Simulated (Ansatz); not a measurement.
## Cs on W(100): change of the work function

How does Cs on the hollow site change the work function of W(100) as the layer fills?

Program: Ansatz 0.2.0. Level of theory: plane-wave DFT, PBE, Ansatz PAW. Results are calculated unless marked as measured.

Report form: the programs' logs are mostly left out.

### Step 1. Starting point

The cell holds 5 atoms: 5 W. Its edges and angles: a = 3.160 Å, b = 3.160 Å, c = 24.320 Å, α = 90.0°, β = 90.0°, γ = 90.0°. Vacuum lies along c.

### Step 2. The clean slab

The bare slab comes first, as the zero from which every change is counted. The two lowest layers are held at bulk places and the upper ones relax. The dipole correction removes the false field that a one-sided slab makes across the periodic vacuum, so each face gets a flat vacuum level of its own.

The input, input.yaml:

```yaml
crystal:
  lattice:
    - [3.16, 0.0, 0.0]
    - [0.0, 3.16, 0.0]
    - [0.0, 0.0, 24.32]
  atoms:
    - { symbol: W, position: [0.0, 0.0, 0.3700657895] }
    - { symbol: W, position: [0.5, 0.5, 0.4350328947] }
    - { symbol: W, position: [0.0, 0.0, 0.5] }
    - { symbol: W, position: [0.5, 0.5, 0.5649671053] }
    - { symbol: W, position: [0.0, 0.0, 0.6299342105] }
kpoints:
  mp_grid: { grid: [12, 12, 1] }
hamiltonian:
  xc: pbe
scf:
  occupations: { method: fermi_dirac, width: 0.1 }
  convergence: { dr2_threshold: 1.0e-08 }
efield:
  axis: 3
  dipole_correction: true
  ramp_position: 0.97
  ramp_width: 0.06
relax:
  f_tol: 0.02
  max_steps: 60
  constraints: [{ sites: [0, 1] }]
output:
  write_potential: true
  write_density: true
  volumetric_format: npy
```

Started as:

```bash
ansatz run input.yaml --threads 4 --pin off --max-ram 16384MiB --backend cpu --events-out ev --progress --plain --runs-dir out
```

It took 31 s on 4 threads of Arm Neoverse V1, shared host; peak memory 0.63 GiB.

Relaxation path:

| step | energy less that of the first step (eV) | largest force component (eV/Å) |
| --- | --- | --- |
| 1 | 0.0000 | 1.5923 |
| 2 | 0.2389 | 2.9711 |
| 3 | -0.1112 | 0.2016 |
| 4 | -0.1130 | 0.0101 |

Relaxation step 2 was tried and not accepted.

The run keeps the 8 symmetry operations that it works with, so distortions that break them were not tested.

The atoms that moved most (Å):

| atom | dx | dy | dz | length |
| --- | --- | --- | --- | --- |
| W5 | 0.000 | 0.000 | -0.086 | 0.086 |
| W4 | 0.000 | 0.000 | 0.064 | 0.064 |

The relaxed structure:

```cif
data_structure
_symmetry_space_group_name_H-M 'P 1'
_symmetry_Int_Tables_number 1
_cell_length_a 3.1600
_cell_length_b 3.1600
_cell_length_c 24.3200
_cell_angle_alpha 90.000
_cell_angle_beta 90.000
_cell_angle_gamma 90.000
_cell_volume 242.85
loop_
_atom_site_label
_atom_site_type_symbol
_atom_site_fract_x
_atom_site_fract_y
_atom_site_fract_z
_atom_site_occupancy
W1 W 0.00000 0.00000 0.37007 1
W2 W 0.50000 0.50000 0.43503 1
W3 W 0.00000 0.00000 0.49997 1
W4 W 0.50000 0.50000 0.56759 1
W5 W 0.00000 0.00000 0.62641 1
```

This step gave:

```yaml
energy_at_zero_smearing: -51918.9390 eV
work_function_upper_face: 4.140 eV
work_function_lower_face: 4.251 eV
dipole_along_the_normal: 0.006111 e·Å
step_between_the_vacuum_levels: -0.1107 eV
```

Running mean over 1.58 Å of the planar mean; the ramp of the sawtooth is left out. Electron's electrostatic potential energy less the Fermi level against z:

z (Å), electron's electrostatic potential energy less the Fermi level (eV) and a bar from the least value:
```
      3.0        4.3 ##############################
      3.5        4.3 ##############################
      4.0        4.3 ##############################
      4.5        4.2 ##############################
      5.0        4.2 ##############################
      5.5        4.2 ##############################
      6.0        4.2 ##############################
      6.5        4.0 ##############################
      7.0        3.4 #############################
      7.5        1.7 ##########################
      8.0       -2.6 ###################
      8.5       -8.0 ##########
      9.0      -11.3 ####
      9.5      -12.2 ###
     10.0      -12.4 ###
     10.5      -12.5 ##
     11.0      -12.6 ##
     11.5      -12.7 ##
     12.0      -12.6 ##
     12.5      -12.2 ###
     13.0      -12.0 ###
     13.5      -12.4 ##
     14.0      -13.4 #
     14.5      -13.9 
     15.0      -13.0 #
     15.5      -10.2 ######
     16.0       -5.2 ##############
     16.5        0.0 #######################
     17.0        2.8 ############################
     17.5        3.7 #############################
     18.0        4.0 ##############################
     18.5        4.1 ##############################
     19.0        4.1 ##############################
     19.5        4.1 ##############################
     20.0        4.1 ##############################
     20.5        4.1 ##############################
     21.0        4.1 ##############################
```

The relaxation took 4 steps and lowered the energy by 0.11 eV; the largest force on the free atoms ends at 0.010 eV/Å.

The work function of the upper face is 4.14 eV.

### Step 3. The covered slab, k-mesh 4×4×1, coverage 0.111 ML

System of this step: CsW45 (Cs/W(100)). The cell holds 46 atoms: 45 W and 1 Cs. Cell: a = 9.480 Å, b = 9.480 Å, c = 27.769 Å, α = 90.0°, β = 90.0°, γ = 90.0°. Vacuum lies along c.

The clean slab as it ended is repeated in the plane and the adsorbate is set on one face; the cell's size fixes the coverage, and the k-mesh shrinks with it to keep the sampling density about even. Adsorbate and upper layers relax, since the dipole depends on the height.

The input, input.yaml:

```yaml
crystal:
  lattice:
    - [9.48, 0.0, 0.0]
    - [0.0, 9.48, 0.0]
    - [0.0, 0.0, 27.7689837163]
  atoms:
    - { symbol: W, position: [0.0, 0.0, 0.3241026064] }
    - { symbol: W, position: [0.1666666667, 0.1666666667, 0.3810006195] }
    - { symbol: W, position: [0.0, 0.0, 0.4378686916] }
    - { symbol: W, position: [0.1666666667, 0.1666666667, 0.4970936664] }
    - { symbol: W, position: [0.0, 0.0, 0.5486051083] }
    - { symbol: W, position: [0.0, 0.3333333333, 0.3241026064] }
    - { symbol: W, position: [0.1666666667, 0.5, 0.3810006195] }
    - { symbol: W, position: [0.0, 0.3333333333, 0.4378686916] }
[... 34 atom lines left out ...]
    - { symbol: W, position: [0.6666666667, 0.6666666667, 0.4378686916] }
    - { symbol: W, position: [0.8333333333, 0.8333333333, 0.4970936664] }
    - { symbol: W, position: [0.6666666667, 0.6666666667, 0.5486051083] }
    - { symbol: Cs, position: [0.1666666667, 0.1666666667, 0.6758973936] }
kpoints:
  mp_grid: { grid: [4, 4, 1] }
hamiltonian:
  xc: pbe
scf:
  occupations: { method: fermi_dirac, width: 0.1 }
  convergence: { dr2_threshold: 1.0e-08 }
efield:
  axis: 3
  dipole_correction: true
  ramp_position: 0.97
  ramp_width: 0.06
relax:
  f_tol: 0.02
  max_steps: 60
  constraints:
    - { sites: [0, 1, 5, 6, 10, 11, 15, 16, 20, 21, 25, 26, 30, 31, 35, 36, 40, 41] }
output:
  write_potential: true
  write_density: true
  volumetric_format: npy
```

Elapsed: 68 min, on 4 threads; peak memory 9.7 GiB; 4.5 h of CPU time.

The steps of the relaxation:

| step | energy less that of the first step (eV) | largest force component (eV/Å) |
| --- | --- | --- |
| 1 | 0.0000 | 0.2493 |
| 2 | -0.0070 | 0.2066 |
| 3 | -0.0297 | 0.1014 |
| 4 | -0.0372 | 0.1006 |
| 5 | -0.0487 | 0.1695 |
| 6 | -0.0734 | 0.2574 |
| 7 | -0.1550 | 0.3858 |
| 8 | -0.4003 | 0.9915 |
| 9 | -0.5602 | 0.2554 |
| 10 | -0.4700 | 0.7779 |
| 11 | -0.6151 | 0.1099 |
| 12 | -0.6193 | 0.0691 |
| 13 | -0.6206 | 0.0681 |
| 14 | -0.6225 | 0.0059 |

Relaxation step 10 was tried and not accepted.

Forces are held to the 8 operations that the run works with; a distortion that breaks them can't arise in this run.

The atoms that moved most (Å):

| atom | dx | dy | dz | length |
| --- | --- | --- | --- | --- |
| Cs46 | 0.000 | 0.000 | -0.443 | 0.443 |
| W40 | 0.000 | -0.236 | 0.083 | 0.250 |
| W30 | -0.236 | 0.000 | 0.083 | 0.250 |
| W15 | 0.236 | 0.000 | 0.083 | 0.250 |
| W35 | 0.000 | 0.236 | 0.083 | 0.250 |
| W25 | 0.171 | 0.171 | 0.026 | 0.243 |
| W20 | 0.171 | -0.171 | 0.026 | 0.243 |
| W10 | -0.171 | 0.171 | 0.026 | 0.243 |

This step gave:

```yaml
energy_at_zero_smearing: -472943.1193 eV
work_function_upper_face: 2.535 eV
work_function_lower_face: 4.235 eV
dipole_along_the_normal: 0.8443 e·Å
step_between_the_vacuum_levels: -1.700 eV
```

Running mean over 1.58 Å of the planar mean; the ramp of the sawtooth is left out. Electron's electrostatic potential energy less the Fermi level against z:

z (Å), electron's electrostatic potential energy less the Fermi level (eV) and a bar from the least value:
```
      3.5        4.2 ##############################
      4.0        4.2 ##############################
      4.5        4.2 ##############################
      5.0        4.2 ##############################
      5.5        4.2 ##############################
      6.0        4.1 ##############################
      6.5        4.0 ##############################
      7.0        3.4 #############################
      7.5        1.7 ##########################
      8.0       -2.6 ##################
      8.5       -8.0 #########
      9.0      -11.3 ###
      9.5      -12.1 ##
     10.0      -12.3 ##
     10.5      -12.5 #
     11.0      -12.6 #
     11.5      -12.6 #
     12.0      -12.6 #
     12.5      -12.3 ##
     13.0      -12.2 ##
     13.5      -12.4 ##
     14.0      -13.0 #
     14.5      -13.3 
     15.0      -12.7 #
     15.5      -10.4 #####
     16.0       -5.7 #############
     16.5       -0.5 ######################
     17.0        2.1 ##########################
     17.5        2.4 ###########################
     18.0        2.0 ##########################
     18.5        1.8 ##########################
     19.0        1.9 ##########################
     19.5        2.2 ##########################
     20.0        2.4 ###########################
     20.5        2.5 ###########################
     21.0        2.5 ###########################
     21.5        2.5 ###########################
     22.0        2.5 ###########################
     22.5        2.5 ###########################
     23.0        2.5 ###########################
     23.5        2.5 ###########################
     24.0        2.5 ###########################
     24.5        2.5 ###########################
```

The relaxation took 14 steps and lowered the energy by 0.62 eV; the largest force on the free atoms ends at 0.0059 eV/Å.

The covered face has 2.53 eV, -1.61 eV against the clean one; the bare back face has moved by -0.02 eV, a measure of how thin the slab is.

### Step 4. Adsorbate added, k-mesh 6×6×1, coverage 0.25 ML

System of this step: CsW20 (Cs/W(100)). The cell holds 21 atoms: 20 W and 1 Cs. Its edges and angles: a = 6.320 Å, b = 6.320 Å, c = 27.769 Å, α = 90.0°, β = 90.0°, γ = 90.0°. Vacuum lies along c.

Another coverage, to see how the dipoles act on each other as their distance changes.

The input, input.yaml:

```yaml
crystal:
  lattice:
    - [6.32, 0.0, 0.0]
    - [0.0, 6.32, 0.0]
    - [0.0, 0.0, 27.7689837163]
  atoms:
    - { symbol: W, position: [0.0, 0.0, 0.3241026064] }
    - { symbol: W, position: [0.25, 0.25, 0.3810006195] }
    - { symbol: W, position: [0.0, 0.0, 0.4378686916] }
    - { symbol: W, position: [0.25, 0.25, 0.4970936664] }
    - { symbol: W, position: [0.0, 0.0, 0.5486051083] }
    - { symbol: W, position: [0.0, 0.5, 0.3241026064] }
    - { symbol: W, position: [0.25, 0.75, 0.3810006195] }
    - { symbol: W, position: [0.0, 0.5, 0.4378686916] }
    - { symbol: W, position: [0.25, 0.75, 0.4970936664] }
    - { symbol: W, position: [0.0, 0.5, 0.5486051083] }
    - { symbol: W, position: [0.5, 0.0, 0.3241026064] }
    - { symbol: W, position: [0.75, 0.25, 0.3810006195] }
    - { symbol: W, position: [0.5, 0.0, 0.4378686916] }
    - { symbol: W, position: [0.75, 0.25, 0.4970936664] }
    - { symbol: W, position: [0.5, 0.0, 0.5486051083] }
    - { symbol: W, position: [0.5, 0.5, 0.3241026064] }
    - { symbol: W, position: [0.75, 0.75, 0.3810006195] }
    - { symbol: W, position: [0.5, 0.5, 0.4378686916] }
    - { symbol: W, position: [0.75, 0.75, 0.4970936664] }
    - { symbol: W, position: [0.5, 0.5, 0.5486051083] }
    - { symbol: Cs, position: [0.25, 0.25, 0.6758973936] }
kpoints:
  mp_grid: { grid: [6, 6, 1] }
hamiltonian:
  xc: pbe
scf:
  occupations: { method: fermi_dirac, width: 0.1 }
  convergence: { dr2_threshold: 1.0e-08 }
efield:
  axis: 3
  dipole_correction: true
  ramp_position: 0.97
  ramp_width: 0.06
relax:
  f_tol: 0.02
  max_steps: 60
  constraints: [{ sites: [0, 1, 5, 6, 10, 11, 15, 16] }]
output:
  dos: { projected: true, e_range: [-8, 4] }
  write_potential: true
  write_density: true
  volumetric_format: npy
  elf: true
```

Wall time 11 min (4 threads); peak memory 4.6 GiB; 44 min of CPU time.

The steps of the relaxation:

| step | energy less that of the first step (eV) | largest force component (eV/Å) |
| --- | --- | --- |
| 1 | 0.0000 | 0.3284 |
| 2 | -0.0269 | 0.3003 |
| 3 | -0.0949 | 0.4698 |
| 4 | -0.1771 | 0.4115 |
| 5 | -0.0495 | 0.4999 |
| 6 | -0.2028 | 0.1151 |
| 7 | -0.2061 | 0.1555 |
| 8 | -0.2078 | 0.0483 |
| 9 | -0.2089 | 0.0158 |

Relaxation step 5 was tried and not accepted.

Forces are held to the 8 operations that the run works with; a distortion that breaks them can't arise in this run.

The atoms that moved most (Å):

| atom | dx | dy | dz | length |
| --- | --- | --- | --- | --- |
| Cs21 | 0.000 | 0.000 | -0.420 | 0.420 |
| W20 | 0.144 | 0.144 | 0.034 | 0.206 |
| W10 | -0.144 | 0.144 | 0.034 | 0.206 |
| W15 | 0.144 | -0.144 | 0.034 | 0.206 |
| W5 | -0.144 | -0.144 | 0.034 | 0.206 |
| W19 | 0.000 | 0.000 | -0.120 | 0.120 |
| W4 | 0.000 | 0.000 | 0.102 | 0.102 |
| W3 | 0.019 | 0.019 | 0.011 | 0.030 |

Final coordinates:

```xyz
21
Lattice="6.3200 0.0000 0.0000 0.0000 6.3200 0.0000 0.0000 0.0000 27.7690" Properties=species:S:1:pos:R:3
W     0.0000    0.0000    9.0000
W     1.5800    1.5800   10.5800
W     0.0193    0.0193   12.1706
W     1.5800    1.5800   13.9060
W    -0.1437   -0.1437   15.2682
W     0.0000    3.1600    9.0000
W     1.5800    4.7400   10.5800
W     0.0193    3.1407   12.1706
W     1.5800    4.7400   13.7877
W    -0.1437    3.3037   15.2682
W     3.1600    0.0000    9.0000
W     4.7400    1.5800   10.5800
W     3.1407    0.0193   12.1706
W     4.7400    1.5800   13.7877
W     3.3037   -0.1437   15.2682
W     3.1600    3.1600    9.0000
W     4.7400    4.7400   10.5800
W     3.1407    3.1407   12.1706
W     4.7400    4.7400   13.6839
W     3.3037    3.3037   15.2682
Cs    1.5800    1.5800   18.3493
```

This step gave:

```yaml
energy_at_zero_smearing: -213347.6771 eV
work_function_upper_face: 1.548 eV
work_function_lower_face: 4.229 eV
dipole_along_the_normal: 0.5917 e·Å
step_between_the_vacuum_levels: -2.680 eV
```

Running mean over 1.58 Å of the planar mean; the ramp of the sawtooth is left out. Table of electron's electrostatic potential energy less the Fermi level by z:

| z (Å) | electron's electrostatic potential energy less the Fermi level (eV) |
| --- | --- |
| 4 | 4.23 |
| 5 | 4.22 |
| 6 | 4.14 |
| 7 | 3.39 |
| 8 | -2.58 |
| 9 | -11.3 |
| 10 | -12.3 |
| 11 | -12.5 |
| 12 | -12.5 |
| 13 | -12.2 |
| 14 | -13.0 |
| 15 | -12.7 |
| 16 | -5.54 |
| 17 | 1.47 |
| 18 | -0.0833 |
| 19 | -0.278 |
| 20 | 1.14 |
| 21 | 1.49 |
| 22 | 1.53 |
| 23 | 1.54 |
| 24 | 1.55 |

(Continued in part 2 of 2.)

[Logs are printed without paths, hosts, clocks, repeated set-up lines and the standing remarks that a program may print on its own settings, such as how far it seeks lower states.]

[Hosts, paths, dates, database ids (printed as entryN), source tags and the programs' standing remarks are cut or masked in the printed files.]

[Maps of the electrostatic potential energy from Ansatz leave out the sawtooth potential of an applied field or a dipole correction, so their vacuum need not be flat; planar profiles and work functions include it.]
